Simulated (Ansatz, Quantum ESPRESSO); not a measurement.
# Conductance against width: vacuum gaps between two Li(110) faces, part 4 of 5

Aim: how the conductance falls as the barrier grows, for vacuum gaps between two Li(110) faces.

Quantum ESPRESSO 7.5; plane-wave DFT, LDA, GBRV ultrasoft pseudopotentials; cross-check by Ansatz 0.2.0 with PAW datasets.

So far. Step 6 (The open system, 6 Å): T goes from 0.259 to 0.136, a factor of 1.9. Step 7 (The same in Ansatz, 6 Å): Ansatz finds T = 0.110 against pwcond's 0.136.

**8. SCF with pw.x, 7 Å**

Level of this step: plane-wave DFT, LDA, GBRV ultrasoft pseudopotentials (Quantum ESPRESSO 7.5).

j2.scf.in

```
&control
  prefix = 'j2.scf'
  outdir = './out'
  pseudo_dir = './pseudo'
  calculation = 'scf'
  tprnfor = .true.
/
&system
  ibrav = 0
  nat = 12
  ntyp = 1
  ecutwfc = 40
  ecutrho = 200
  occupations = 'smearing'
  smearing = 'mv'
  degauss = 0.01
/
&electrons
  conv_thr = 1e-07
  mixing_beta = 0.25
  electron_maxstep = 120
  mixing_mode = 'local-TF'
/
ATOMIC_SPECIES
  Li  6.9400  li_lda_v1.4.uspp.F.UPF
CELL_PARAMETERS angstrom
  3.44000000000000 0.00000000000000 0.00000000000000
  1.72000000000000 2.43244732728172 0.00000000000000
  0.00000000000000 0.00000000000000 33.75692060009896
ATOMIC_POSITIONS crystal
  Li  0.000000000000 0.000000000000 0.000000000000
  Li  0.500000000000 0.000000000000 0.072057737615
  Li  0.000000000000 0.000000000000 0.144115475229
  Li  0.500000000000 0.000000000000 0.216173212844
  Li  0.000000000000 0.000000000000 0.288230950459
  Li  0.500000000000 0.000000000000 0.360288688073
  Li  0.000000000000 0.000000000000 0.567653574312
  Li  0.500000000000 0.000000000000 0.639711311927
  Li  0.000000000000 0.000000000000 0.711769049541
  Li  0.500000000000 0.000000000000 0.783826787156
  Li  0.000000000000 0.000000000000 0.855884524771
  Li  0.500000000000 0.000000000000 0.927942262385
K_POINTS automatic
  8 10 1 0 0 0
```

Started as:

```console
OMP_NUM_THREADS=1 mpirun -n 2 pw.x -nk 2 -in j2.scf.in > j2.scf.out
```

Output:

```text
[banner, memory and clock lines left out]
Program PWSCF v.7.5 starts
[...]
number of electrons       =        36.00
     number of Kohn-Sham states=           22
     kinetic-energy cutoff     =      40.0000  Ry
     charge density cutoff     =     200.0000  Ry
[...]
number of k points=    39  Marzari-Vanderbilt smearing, width (Ry)=  0.0100
[...]
Dense  grid:    91125 G-vectors     FFT dimensions: (  30,  25, 288)
[...]
Starting wfcs are   60 randomized atomic wfcs
     estimated scf accuracy    <       2.45265049 Ry
     estimated scf accuracy    <       1.65019853 Ry
     estimated scf accuracy    <       0.08795039 Ry
     estimated scf accuracy    <       0.63773040 Ry
     estimated scf accuracy    <       0.81039016 Ry
     estimated scf accuracy    <       0.42348036 Ry
     estimated scf accuracy    <       0.22793982 Ry
     estimated scf accuracy    <       0.18112162 Ry
     estimated scf accuracy    <       0.00337274 Ry
     estimated scf accuracy    <       0.03393950 Ry
     estimated scf accuracy    <       0.02274744 Ry
     estimated scf accuracy    <       0.00560843 Ry
     estimated scf accuracy    <       0.00246756 Ry
     estimated scf accuracy    <       0.00010607 Ry
     estimated scf accuracy    <       0.00141971 Ry
     estimated scf accuracy    <       0.00016681 Ry
     estimated scf accuracy    <       0.00020120 Ry
     estimated scf accuracy    <       0.00007842 Ry
     estimated scf accuracy    <       0.00000773 Ry
     estimated scf accuracy    <       0.00021737 Ry
     estimated scf accuracy    <       0.00000554 Ry
     estimated scf accuracy    <       0.00002209 Ry
     estimated scf accuracy    <       0.00001091 Ry
     estimated scf accuracy    <       0.00000018 Ry
     estimated scf accuracy    <       0.00000226 Ry
     estimated scf accuracy    <       0.00000045 Ry
[...]
the Fermi energy is     0.3998 ev
!    total energy              =    -171.49312213 Ry
     estimated scf accuracy    <       0.00000010 Ry
     smearing contrib. (-TS)   =      -0.00030564 Ry
     internal energy E=F+TS    =    -171.49281649 Ry
[...]
one-electron contribution =    -225.92107119 Ry
     hartree contribution      =      97.48837935 Ry
     xc contribution           =     -38.04123636 Ry
     ewald contribution        =      -5.01888830 Ry
     convergence has been achieved in  27 iterations
[...]
Total force =     0.009268     Total SCF correction =     0.000472
[...]
```

Run time: 6.6 min. Hardware: 2 MPI ranks of Arm Neoverse N1, shared host; peak memory 0.39 GiB.

This step gave:

- free energy: -2333.2828 eV
- Fermi energy: 0.3998 eV

**9. The open system, 7 Å**

j2.cond.in

```
&inputcond
  outdir = './out'
  prefixt = 'j2.scf'
  tran_file = 'j2.cond.dat'
  bdl = 1.4142135610
  bds = 9.8130583140
  ikind = 1
  ewind = 4.0
  epsproj = 1e-05
  nz1 = 7
  energy0 = 0.4
  denergy = -0.4
/
21
  0.00000000 0.00000000 0.01562500
  0.00000000 0.12500000 0.03125000
  0.00000000 0.25000000 0.03125000
  0.00000000 0.37500000 0.03125000
  0.00000000 0.50000000 0.01562500
  0.12500000 0.00000000 0.06250000
  0.12500000 0.25000000 0.06250000
  0.12500000 0.37500000 0.06250000
  0.12500000 0.50000000 0.06250000
  0.25000000 0.00000000 0.06250000
  0.25000000 0.12500000 0.03125000
  0.25000000 0.37500000 0.06250000
  0.25000000 0.50000000 0.06250000
  0.25000000 0.62500000 0.03125000
  0.37500000 0.00000000 0.06250000
  0.37500000 0.12500000 0.06250000
  0.37500000 0.50000000 0.06250000
  0.37500000 0.62500000 0.06250000
  0.50000000 0.00000000 0.03125000
  0.50000000 0.12500000 0.06250000
  0.50000000 0.25000000 0.03125000
3
```

Started as:

```console
OMP_NUM_THREADS=1 mpirun -n 2 pwcond.x -in j2.cond.in > j2.cond.out
```

Output:

```text
[banner, memory and clock lines left out]
Program PWCOND v.7.5 starts

     ./out/j2.scf.save/

     IMPORTANT: XC functional enforced from input :
     Exchange-correlation= PZ
                           (   1   1   0   0   0   0   0)
     Any further DFT definition will be discarded
     Please, verify this is what you really want

     Reading collected, re-writing distributed wavefunctions

===== INPUT FILE containing all the regions =====

     GEOMETRY:

     lattice parameter (alat)  =       6.5007  a.u.
     the volume                =    1906.1686 (a.u.)^3
[...]
---  E-Ef =   -0.4000000  k =    0.5000000   0.2500000
---  ie =          3  ik =         21
 Nchannels of the left tip =            1
 Right moving states:
   k1(2pi/a)   k2(2pi/a)   E-Ef (eV)
   0.4192041   0.0000057  -0.4000000
 Left moving states:
   k1(2pi/a)   k2(2pi/a)   E-Ef (eV)
  -0.4192041   0.0000057  -0.4000000

 to transmit
 Band j to band i transmissions and reflections:
    j         i     |T_ij|^2    |R_ij|^2

    1 -->     1     0.00058     0.99942
   Total T_j, R_j =    0.00058  0.99942

E-Ef(ev), T(x2 spins) =   -0.4000000   0.0011525
   T_tot     0.40000      0.22620E+00
   T_tot     0.00000      0.10994E+00
   T_tot    -0.40000      0.36870E-01
```

Elapsed: 79 s, on 2 MPI ranks; peak memory 0.12 GiB.

Read from the output:

```
transmission at the Fermi level, one spin : 0.05497
conductance                               : 0.05497 G₀
```

Per spin; mean over the k mesh across the current. The transmission, zone mean by energy, zero at the Fermi level:

| energy (eV) | transmission, zone mean |
| --- | --- |
| -0.400 | 0.0184 |
| 0.000 | 0.0550 |
| 0.400 | 0.113 |

At 0.000 eV; k in fractions of b1, b2. Transmission by k point:

| k1 | k2 | weight | t | channels |
| --- | --- | --- | --- | --- |
| 0 | 0 | 0.01562 | 0.909 | 1 |
| 0 | 0.125 | 0.03125 | 0.2752 | 1 |
| 0 | 0.25 | 0.03125 | 0.0137 | 1 |
| 0 | 0.375 | 0.03125 | 5.46e-4 | 1 |
| 0 | 0.5 | 0.01562 | 0 | 0 |
| 0.125 | 0 | 0.0625 | 0.3724 | 1 |
| 0.125 | 0.25 | 0.0625 | 0.04048 | 1 |
| 0.125 | 0.375 | 0.0625 | 0.002051 | 1 |
| 0.125 | 0.5 | 0.0625 | 1.53e-5 | 1 |
| 0.25 | 0 | 0.0625 | 0.03252 | 1 |
| 0.25 | 0.125 | 0.03125 | 0.0873 | 1 |
| 0.25 | 0.375 | 0.0625 | 0.003649 | 1 |
| 0.25 | 0.5 | 0.0625 | 1.73e-4 | 1 |
| 0.25 | 0.625 | 0.03125 | 0 | 0 |
| 0.375 | 0 | 0.0625 | 0.002561 | 1 |
| 0.375 | 0.125 | 0.0625 | 0.008422 | 1 |
| 0.375 | 0.5 | 0.0625 | 2.50e-4 | 1 |
| 0.375 | 0.625 | 0.0625 | 0 | 0 |
| 0.5 | 0 | 0.03125 | 9.83e-5 | 2 |
| 0.5 | 0.125 | 0.0625 | 8.02e-4 | 1 |
| 0.5 | 0.25 | 0.03125 | 0.001133 | 1 |

T goes from 0.136 to 0.0550, a factor of 2.5.

**10. Cross-check with Ansatz, 7 Å**

Level of this step: plane-wave DFT, LDA, Ansatz PAW (Ansatz 0.2.0).

input.yaml

```yaml
crystal:
  lattice:
    - [3.44, 0.0, 0.0]
    - [1.72, 2.4324473273, 0.0]
    - [0.0, 0.0, 33.7569206001]
  atoms:
    - { symbol: Li, position: [0.0, 0.0, 0.0] }
    - { symbol: Li, position: [0.5, 0.0, 0.0720577376] }
    - { symbol: Li, position: [0.0, 0.0, 0.1441154752] }
    - { symbol: Li, position: [0.5, 0.0, 0.2161732128] }
    - { symbol: Li, position: [0.0, 0.0, 0.2882309505] }
    - { symbol: Li, position: [0.5, 0.0, 0.3602886881] }
    - { symbol: Li, position: [0.0, 0.0, 0.5676535743] }
    - { symbol: Li, position: [0.5, 0.0, 0.6397113119] }
    - { symbol: Li, position: [0.0, 0.0, 0.7117690495] }
    - { symbol: Li, position: [0.5, 0.0, 0.7838267872] }
    - { symbol: Li, position: [0.0, 0.0, 0.8558845248] }
    - { symbol: Li, position: [0.5, 0.0, 0.9279422624] }
kpoints:
  mp_grid: { grid: [8, 10, 1] }
hamiltonian:
  xc: lda
scf:
  occupations: { method: fermi_dirac, width: 0.1 }
  convergence: { dr2_threshold: 1.0e-08 }
output:
  transmission: { leads: [[0, 2]], e_range: [-0.4, 0.4], de: 0.4, kmesh: [8, 8] }
  write_potential: true
  write_density: true
  volumetric_format: npy
  elf: true
```

Started as:

```console
ansatz run input.yaml --threads 2 --pin off --max-ram 4096MiB --backend cpu --events-out ev --progress --plain --runs-dir out
```

Output:

```text
[...]
Crystal: 12 atoms, lattice volume = 282.465 Å³
Basis set: ecut = 420 eV, 5449 PW (Γ)
Bands: 30, of which v1, the nominal top of the filled ones, is band 18 counted from 1 (17 counted from 0)
Symmetry: 4 space group operations
k-points: 42 of 80
[...]
k-point 41: bands = [... 14 lower, 0.4175, 0.4175, 0.4717, 0.4717, 0.5396, 0.5396, 0.6004, 0.6004, ... 8 higher]
--- Transmission ---
  basis      : 69 plane waves across, 42 finite elements along
  points     : 34, standing for a mesh of 8 x 8
[...]
channels       : 9.218750e-1 a spin
[...]
slowest decay  : 0.2426 /Å at (0.0000, 0.5000)
  junction   : crystal 0 to crystal 0, -0.52 to 28.37 Å
    transmission   : 3.836930e-2 a spin
[...]
[key lines of the parts left out:]
SCF converged after 7 iterations
Free energy (F): -2419.188559 eV
Fermi energy:    0.407155 eV
```

The job ended after 58 s (2 threads; peak memory 0.61 GiB).

This step gave:

* free energy: -2419.1886 eV
* energy at zero smearing: -2419.0923 eV
* smearing term TS: 0.1925 eV
* Fermi energy: 0.4072 eV
* transmission at the Fermi level, one spin: 0.03837
* step of the lead's Hamiltonian over a period: 4.8 meV

Per spin; mean over the k mesh across the current. The transmission, zone mean by energy, zero at the Fermi level:

| energy (eV) | transmission, zone mean |
| --- | --- |
| -0.400 | 0.0120 |
| 0.000 | 0.0384 |
| 0.400 | 0.0984 |

Ansatz finds T = 0.0384 against pwcond's 0.0550.

**11. Ground state, 8 Å**

Level of this step: plane-wave DFT, LDA, GBRV ultrasoft pseudopotentials (Quantum ESPRESSO 7.5).

j3.scf.in

```
&control
  prefix = 'j3.scf'
  outdir = './out'
  pseudo_dir = './pseudo'
  calculation = 'scf'
  tprnfor = .true.
/
&system
  ibrav = 0
  nat = 12
  ntyp = 1
  ecutwfc = 40
  ecutrho = 200
  occupations = 'smearing'
  smearing = 'mv'
  degauss = 0.01
/
&electrons
  conv_thr = 1e-07
  mixing_beta = 0.25
  electron_maxstep = 120
  mixing_mode = 'local-TF'
/
ATOMIC_SPECIES
  Li  6.9400  li_lda_v1.4.uspp.F.UPF
CELL_PARAMETERS angstrom
  3.44000000000000 0.00000000000000 0.00000000000000
  1.72000000000000 2.43244732728172 0.00000000000000
  0.00000000000000 0.00000000000000 34.75692060009896
ATOMIC_POSITIONS crystal
  Li  0.000000000000 0.000000000000 0.000000000000
  Li  0.500000000000 0.000000000000 0.069984546539
  Li  0.000000000000 0.000000000000 0.139969093078
  Li  0.500000000000 0.000000000000 0.209953639616
  Li  0.000000000000 0.000000000000 0.279938186155
  Li  0.500000000000 0.000000000000 0.349922732694
  Li  0.000000000000 0.000000000000 0.580092720767
  Li  0.500000000000 0.000000000000 0.650077267306
  Li  0.000000000000 0.000000000000 0.720061813845
  Li  0.500000000000 0.000000000000 0.790046360384
  Li  0.000000000000 0.000000000000 0.860030906922
  Li  0.500000000000 0.000000000000 0.930015453461
K_POINTS automatic
  8 10 1 0 0 0
```

Started as:

```console
OMP_NUM_THREADS=1 mpirun -n 2 pw.x -nk 2 -in j3.scf.in > j3.scf.out
```

Output:

```text
[banner, memory and clock lines left out]
Program PWSCF v.7.5 starts
[...]
number of electrons       =        36.00
     number of Kohn-Sham states=           22
     kinetic-energy cutoff     =      40.0000  Ry
     charge density cutoff     =     200.0000  Ry
[...]
number of k points=    39  Marzari-Vanderbilt smearing, width (Ry)=  0.0100
[...]
Dense  grid:    93809 G-vectors     FFT dimensions: (  30,  25, 300)
[...]
Starting wfcs are   60 randomized atomic wfcs
     estimated scf accuracy    <       2.45604294 Ry
     estimated scf accuracy    <       1.65294891 Ry
     estimated scf accuracy    <       0.08737432 Ry
     estimated scf accuracy    <       0.61786325 Ry
     estimated scf accuracy    <       0.78690670 Ry
     estimated scf accuracy    <       0.41366337 Ry
     estimated scf accuracy    <       0.22649672 Ry
     estimated scf accuracy    <       0.19238580 Ry
     estimated scf accuracy    <       0.00311546 Ry
     estimated scf accuracy    <       0.02870091 Ry
     estimated scf accuracy    <       0.01785119 Ry
     estimated scf accuracy    <       0.00229651 Ry
     estimated scf accuracy    <       0.00035443 Ry
     estimated scf accuracy    <       0.00050076 Ry
     estimated scf accuracy    <       0.00011184 Ry
     estimated scf accuracy    <       0.00068193 Ry
     estimated scf accuracy    <       0.00203965 Ry
     estimated scf accuracy    <       0.00002266 Ry
     estimated scf accuracy    <       0.00001634 Ry
     estimated scf accuracy    <       0.00001309 Ry
     estimated scf accuracy    <       0.00000235 Ry
     estimated scf accuracy    <       0.00000229 Ry
     estimated scf accuracy    <       0.00000131 Ry
     estimated scf accuracy    <       0.00000264 Ry
     estimated scf accuracy    <       0.00000051 Ry
     estimated scf accuracy    <       0.00000011 Ry
     estimated scf accuracy    <       0.00000065 Ry
     estimated scf accuracy    <       0.00000050 Ry
[...]
the Fermi energy is     0.2966 ev
!    total energy              =    -171.49313676 Ry
     estimated scf accuracy    <          2.7E-09 Ry
     smearing contrib. (-TS)   =      -0.00027410 Ry
     internal energy E=F+TS    =    -171.49286266 Ry
[...]
one-electron contribution =    -273.51735215 Ry
     hartree contribution      =     121.15029259 Ry
     xc contribution           =     -38.04123614 Ry
     ewald contribution        =      18.91543304 Ry
     convergence has been achieved in  29 iterations
[...]
Total force =     0.009287     Total SCF correction =     0.000068
[...]
```

Elapsed: 7.3 min, on 2 MPI ranks; peak memory 0.4 GiB.

Numbers from this step:

| Item | Value |
| --- | --- |
| free energy | -2333.2830 eV |
| Fermi energy | 0.2966 eV |

**12. Transmission with pwcond.x, 8 Å**

j3.cond.in, as its differences from the input of step 9:

```diff
@@ -2,6 +2,6 @@
   outdir = './out'
-  prefixt = 'j2.scf'
-  tran_file = 'j2.cond.dat'
+  prefixt = 'j3.scf'
+  tran_file = 'j3.cond.dat'
   bdl = 1.4142135610
-  bds = 9.8130583140
+  bds = 10.1037559884
   ikind = 1
```

Started as:

```console
OMP_NUM_THREADS=1 mpirun -n 2 pwcond.x -in j3.cond.in > j3.cond.out
```

Output:

```text
[banner, memory and clock lines left out]
Program PWCOND v.7.5 starts

     ./out/j3.scf.save/

     IMPORTANT: XC functional enforced from input :
     Exchange-correlation= PZ
                           (   1   1   0   0   0   0   0)
     Any further DFT definition will be discarded
     Please, verify this is what you really want

     Reading collected, re-writing distributed wavefunctions

===== INPUT FILE containing all the regions =====

     GEOMETRY:

     lattice parameter (alat)  =       6.5007  a.u.
     the volume                =    1962.6361 (a.u.)^3
[...]
---  E-Ef =   -0.4000000  k =    0.5000000   0.2500000
---  ie =          3  ik =         21
 Nchannels of the left tip =            1
 Right moving states:
   k1(2pi/a)   k2(2pi/a)   E-Ef (eV)
   0.4205053   0.0000061  -0.4000000
 Left moving states:
   k1(2pi/a)   k2(2pi/a)   E-Ef (eV)
  -0.4205053   0.0000061  -0.4000000

 to transmit
 Band j to band i transmissions and reflections:
    j         i     |T_ij|^2    |R_ij|^2

    1 -->     1     0.00005     0.99995
   Total T_j, R_j =    0.00005  0.99995

E-Ef(ev), T(x2 spins) =   -0.4000000   0.0001005
   T_tot     0.40000      0.12352E+00
   T_tot     0.00000      0.28250E-01
   T_tot    -0.40000      0.64804E-02
```

Run time: 80 s. Hardware: 2 MPI ranks; peak memory 0.12 GiB.

This step gave:

* transmission at the Fermi level, one spin: 0.01412
* conductance: 0.01412 G₀

Per spin; mean over the k mesh across the current. Transmission, zone mean against energy, zero at the Fermi level:

| energy (eV) | transmission, zone mean |
| --- | --- |
| -0.400 | 0.00324 |
| 0.000 | 0.0141 |
| 0.400 | 0.0618 |

T goes from 0.0550 to 0.0141, a factor of 3.9.

**13. The same in Ansatz, 8 Å**

Level of this step: plane-wave DFT, LDA, Ansatz PAW (Ansatz 0.2.0).

input.yaml, the sections that differ from step 10:

```yaml
crystal:
  lattice:
    - [3.44, 0.0, 0.0]
    - [1.72, 2.4324473273, 0.0]
    - [0.0, 0.0, 34.7569206001]
  atoms:
    - { symbol: Li, position: [0.0, 0.0, 0.0] }
    - { symbol: Li, position: [0.5, 0.0, 0.0699845465] }
    - { symbol: Li, position: [0.0, 0.0, 0.1399690931] }
    - { symbol: Li, position: [0.5, 0.0, 0.2099536396] }
    - { symbol: Li, position: [0.0, 0.0, 0.2799381862] }
    - { symbol: Li, position: [0.5, 0.0, 0.3499227327] }
    - { symbol: Li, position: [0.0, 0.0, 0.5800927208] }
    - { symbol: Li, position: [0.5, 0.0, 0.6500772673] }
    - { symbol: Li, position: [0.0, 0.0, 0.7200618138] }
    - { symbol: Li, position: [0.5, 0.0, 0.7900463604] }
    - { symbol: Li, position: [0.0, 0.0, 0.8600309069] }
    - { symbol: Li, position: [0.5, 0.0, 0.9300154535] }
# kpoints, hamiltonian, scf, output: as in step 10
```

Started as:

```console
ansatz run input.yaml --threads 2 --pin off --max-ram 4096MiB --backend cpu --events-out ev --progress --plain --runs-dir out
```

Output:

```text
[...]
Crystal: 12 atoms, lattice volume = 290.833 Å³
Basis set: ecut = 420 eV, 5609 PW (Γ)
Bands: 30, of which v1, the nominal top of the filled ones, is band 18 counted from 1 (17 counted from 0)
Symmetry: 4 space group operations
k-points: 42 of 80
[...]
k-point 41: bands = [... 14 lower, 0.3139, 0.3139, 0.3682, 0.3682, 0.4362, 0.4362, 0.4975, 0.4975, ... 8 higher]
--- Transmission ---
  basis      : 69 plane waves across, 43 finite elements along
  points     : 34, standing for a mesh of 8 x 8
[...]
channels       : 9.218750e-1 a spin
[...]
slowest decay  : 0.2429 /Å at (0.0000, 0.5000)
  junction   : crystal 0 to crystal 0, -0.52 to 29.37 Å
    transmission   : 9.314127e-3 a spin
[...]
[key lines of the parts left out:]
SCF converged after 7 iterations
Free energy (F): -2419.181972 eV
Fermi energy:    0.304131 eV
```

Wall time 58 s (2 threads); peak memory 0.62 GiB; 1.9 min of CPU time.

Numbers from this step:

```
free energy                                  : -2419.1820 eV
energy at zero smearing                      : -2419.0853 eV
smearing term TS                             : 0.1934 eV
Fermi energy                                 : 0.3041 eV
transmission at the Fermi level, one spin    : 0.009314
step of the lead's Hamiltonian over a period : 4.5 meV
```

Per spin; mean over the k mesh across the current. Transmission, zone mean against energy, zero at the Fermi level:

| energy (eV) | transmission, zone mean |
| --- | --- |
| -0.400 | 0.00218 |
| 0.000 | 0.00931 |
| 0.400 | 0.0393 |

Ansatz finds T = 0.00931 against pwcond's 0.0141.

(Continued in part 5 of 5.)

[Long decimals in the printed logs are rounded to 6 places.]

[Repeated lines of the later SCF iterations (solver, time, negative density, dipole) and banner, clock, host and MPI lines are left out of these logs without a mark at each place.]

[Logs are printed without paths, hosts, clocks, repeated set-up lines and the standing remarks that a program may print on its own settings, such as how far it seeks lower states.]

[Hosts, paths, dates, database ids (printed as entryN), source tags and the programs' standing remarks are cut or masked in the printed files.]

[Maps of the electrostatic potential energy from Ansatz leave out the sawtooth potential of an applied field or a dipole correction, so their vacuum need not be flat; planar profiles and work functions include it.]
